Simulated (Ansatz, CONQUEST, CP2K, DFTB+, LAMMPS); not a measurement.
# What went wrong? CP2K on liquid (K,Li)(F,Br) at 1400 K (98 atoms)

Program: CP2K 2026.2, a calculation on a cell of 25 K, 24 Li, 28 F and 21 Br, 30.5 Å³ an atom.

input.inp

```
&GLOBAL
  PROJECT cell
  RUN_TYPE ENERGY_FORCE
  PRINT_LEVEL LOW
&END GLOBAL
&FORCE_EVAL
  METHOD QS
  STRESS_TENSOR ANALYTICAL
  &DFT
    BASIS_SET_FILE_NAME BASIS_MOLOPT
    POTENTIAL_FILE_NAME GTH_POTENTIALS
    &MGRID
      CUTOFF 800
      REL_CUTOFF 50
      NGRIDS 5
    &END MGRID
    &QS
      EPS_DEFAULT 1.0E-12
    &END QS
    &SCF
      SCF_GUESS ATOMIC
      EPS_SCF 1.0E-06
      MAX_SCF 25
      &OT
        MINIMIZER DIIS
        PRECONDITIONER FULL_ALL
        ENERGY_GAP 0.001
      &END OT
      &OUTER_SCF
        EPS_SCF 1.0E-06
        MAX_SCF 2
      &END OUTER_SCF
      &PRINT
        &RESTART OFF
        &END RESTART
      &END PRINT
    &END SCF
    &XC
      &XC_FUNCTIONAL PBE
      &END XC_FUNCTIONAL
    &END XC
    &PRINT
      &MULLIKEN ON
      &END MULLIKEN
      &HIRSHFELD ON
        SHAPE_FUNCTION DENSITY
      &END HIRSHFELD
      &MO_CUBES
        NHOMO 1
        NLUMO 4
        WRITE_CUBE F
      &END MO_CUBES
    &END PRINT
  &END DFT
  &SUBSYS
    &CELL
      A 14.39790 0.00000 0.00000
      B 0.00000 14.39790 0.00000
      C 0.00000 0.00000 14.39790
    &END CELL
    &COORD
      SCALED
      K 0.78919 0.72602 0.70302
      K 0.89743 0.19498 0.45982
      K 0.63586 0.33120 0.66263
      K 0.37131 0.93421 0.07642
      K 0.44936 0.24983 0.92681
      K 0.52969 0.92375 0.80158
      K 0.92793 0.91118 0.58281
      K 0.58129 0.11235 0.20362
      K 0.92510 0.29321 0.92101
      K 0.43976 0.63574 0.63469
[... 84 atom lines left out ...]
      Br 0.01725 0.43230 0.44389
      Br 0.00318 0.46075 0.11572
      Br 0.00671 0.16202 0.05618
      Br 0.69728 0.55864 0.13264
    &END COORD
    &KIND K
      BASIS_SET DZVP-MOLOPT-SR-GTH-q9
      POTENTIAL GTH-PBE-q9
    &END KIND
    &KIND Li
      BASIS_SET DZVP-MOLOPT-SR-GTH-q3
      POTENTIAL GTH-PBE-q3
    &END KIND
    &KIND F
      BASIS_SET DZVP-MOLOPT-SR-GTH-q7
      POTENTIAL GTH-PBE-q7
    &END KIND
    &KIND Br
      BASIS_SET DZVP-MOLOPT-XX-GTH
      POTENTIAL GTH-PBE-q7
    &END KIND
  &END SUBSYS
  &PRINT
    &FORCES ON
    &END FORCES
    &STRESS_TENSOR ON
    &END STRESS_TENSOR
  &END PRINT
&END FORCE_EVAL
```

Started as:

```sh
OMP_NUM_THREADS=1 cp2k.psmp -i input.inp > output.txt
```

Output:

```text
CP2K| version string:                                       CP2K version 2026.2
 CP2K| Input file name                                                 input.inp
 GLOBAL| Basis set file name                                        BASIS_MOLOPT
 GLOBAL| Potential file name                                      GTH_POTENTIALS
 GLOBAL| Run type                                                   ENERGY_FORCE
 GLOBAL| Total number of message passing processes                             1
 GLOBAL| Number of threads for this process                                    1
 *   ___                                                                       *
 *  /   \                                                                      *
 * [ABORT]                                                                     *
 *  \___/    The requested basis set <DZVP-MOLOPT-XX-GTH> for element <Br> was *
 *    |               not found in the basis set files <BASIS_MOLOPT>          *
 *  O/|                                                                        *
 * /| |                                                                        *
```

It took 1.6 s on 1 thread of Intel Xeon 6975P-C (Granite Rapids), shared host; peak memory 0.18 GiB.

Banners, paths, timers and routine set-up lines are dropped from the logs unmarked, and long logs keep their key lines alone; longer cuts are marked.

**Question.** Which part of the input is at fault, and how is it mended?

A basis that the file lacks: basis DZVP-MOLOPT-XX-GTH for Br. Mend: name a basis that the basis file holds for this element.

The program stopped at the start.

[Also dropped from logs without a mark: logging warnings of Python, and SIESTA's first energy breakdown and zero terms.]

[Logs are printed without paths, hosts, clocks, repeated set-up lines and the standing remarks that a program may print on its own settings, such as how far it seeks lower states.]

[Hosts, paths, dates, database ids (printed as entryN), source tags and the programs' standing remarks are cut or masked in the printed files.]
